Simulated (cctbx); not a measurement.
**Accept or mend?**

Cell a = 7.3125 Å, b = 7.3441 Å, c = 7.3580 Å, α = 60.86°, β = 60.51°, γ = 61.66°; space group P-1 (no. 2). The compound is CaIr2S4.

Simulated single-crystal data (cctbx): Ag Kα, λ = 0.56087 Å, to d = 0.84 Å, 80 % of the full sphere, strongest reflection 70000 counts, noise from counting, a 4 % proportional error and a noise floor of 4 counts (s.d.); no absorption, and some extinction, which the refinements don't model.

An anisotropic refinement with weights 1/σ² prints:

```text
Rint 0.024, 970 unique reflections to 0.84 A
cycle     R1     wR2    GooF  max shift (A)
   1  0.2263  0.5937  14.582   0.14266
   6  0.1665  0.4144  10.180   0.00046
final R1 0.1665 wR2 0.4144 GooF 10.180  parameters 60  data/parameter 16.2
atom        x        y        z      Ueq    occ   su(xyz)  su(Uiso or U11)
Ir1    0.50000  0.50000  0.50000  -0.0004  1.000  0.00000  0.0017  NPD
Ir2    0.00000  0.00000  0.50000  -0.0037  1.000  0.00000  0.0016  NPD
Ir3    0.50000  0.00000  0.50000   0.0029  1.000  0.00000  0.0016  NPD
Ir4    0.50000  0.00000  0.00000   0.0016  1.000  0.00000  0.0017  NPD
Ca1    0.87437  0.37502  0.87910   0.0031  1.000  0.00158  0.0042  NPD
S1     0.27508  0.76717  0.27796   0.0807  1.000  0.00695  0.0198  NPD
S2     0.67953  0.77929  0.27877   0.0294  1.000  0.00335  0.0067  NPD
S3     0.28697  0.18076  0.26719   0.0285  1.000  0.00334  0.0113  NPD
difference map: max 44.69 min -9.83 rms 3.48
Q1    0.2703  0.7588  0.6998    2   46.00  2.42 A from Ir1
Q2    0.5000  0.0000  0.0000    1   43.41  0.00 A from Ir4
Q3    0.0000  0.0000  0.5000    1   43.14  0.00 A from Ir2
Q4    0.5000  0.0000  0.5000    1   42.05  0.00 A from Ir3
Q5    0.5000  0.5000  0.5000    1   41.27  0.00 A from Ir1
Q6    0.2757  0.2459  0.7281    2   25.84  0.28 A from S2
```

Q: Accept it or mend it, and why?

Mend it. The fault: an atom left out, S at (0.7329, 0.2392, 0.2994). Against the right model at the same level, R1 goes from 0.0169 to 0.1665 and GooF from 1.02 to 10.18, U of Ir1 shrinks from 0.0104 to -0.0004 Å², U of Ir2 shrinks from 0.0072 to -0.0037 Å², U of Ir4 shrinks from 0.0119 to 0.0016 Å², U of Ir3 shrinks from 0.0132 to 0.0029 Å², the top difference peak, 46.0 e/Å³, lies 2.42 Å from Ir1 and Ir1, Ir2, Ir3, Ir4, Ca1, S1, S2 and S3 go non-positive-definite. Q1 is the missing atom. With scattering power missing, scale and phases suffer, so peaks may also grow on the heavy atoms.

The compound is CaIr2S4. The right model at the same level gives:

```text
Rint 0.024, 970 unique reflections to 0.84 A
cycle     R1     wR2    GooF  max shift (A)
   1  0.0665  0.2251   5.556   0.03154
   2  0.0169  0.0414   1.023   0.00003
final R1 0.0169 wR2 0.0414 GooF 1.023  parameters 69  data/parameter 14.1
atom        x        y        z      Ueq    occ   su(xyz)  su(Uiso or U11)
Ir1    0.50000  0.50000  0.50000   0.0104  1.000  0.00000  0.0002
Ir2    0.00000  0.00000  0.50000   0.0072  1.000  0.00000  0.0002
Ir3    0.50000  0.00000  0.50000   0.0132  1.000  0.00000  0.0001
Ir4    0.50000  0.00000  0.00000   0.0119  1.000  0.00000  0.0002
Ca1    0.87469  0.37854  0.87659   0.0157  1.000  0.00018  0.0004
S1     0.26342  0.76464  0.27003   0.0332  1.000  0.00033  0.0009
S2     0.73236  0.23918  0.29993   0.0202  1.000  0.00026  0.0007
S3     0.69888  0.76906  0.27671   0.0109  1.000  0.00022  0.0006
S4     0.27113  0.20298  0.26498   0.0178  1.000  0.00026  0.0007
difference map: max 0.91 min -2.80 rms 0.32
Q1    0.0301  0.2063  0.7931    2    0.95  1.40 A from Ca1
Q2    0.4904  0.1510  0.7364    2    0.95  1.25 A from S3
Q3    0.4845  0.0490  0.1627    2    0.92  1.35 A from Ir4
Q4    0.9899  0.1691  0.2237    2    0.91  1.56 A from S2
Q5    0.2768  0.6938  0.6087    2    0.89  0.97 A from S2
Q6    0.2474  0.5048  0.0063    2    0.88  1.23 A from Ca1
```

The model was made for the exercise: a known structure type with other elements put in, its volume estimated, not relaxed; displacement parameters are assumed.

[Middle refinement cycles are left out of these outputs.]

[Logs are printed without paths, hosts, clocks, repeated set-up lines and the standing remarks that a program may print on its own settings, such as how far it seeks lower states.]
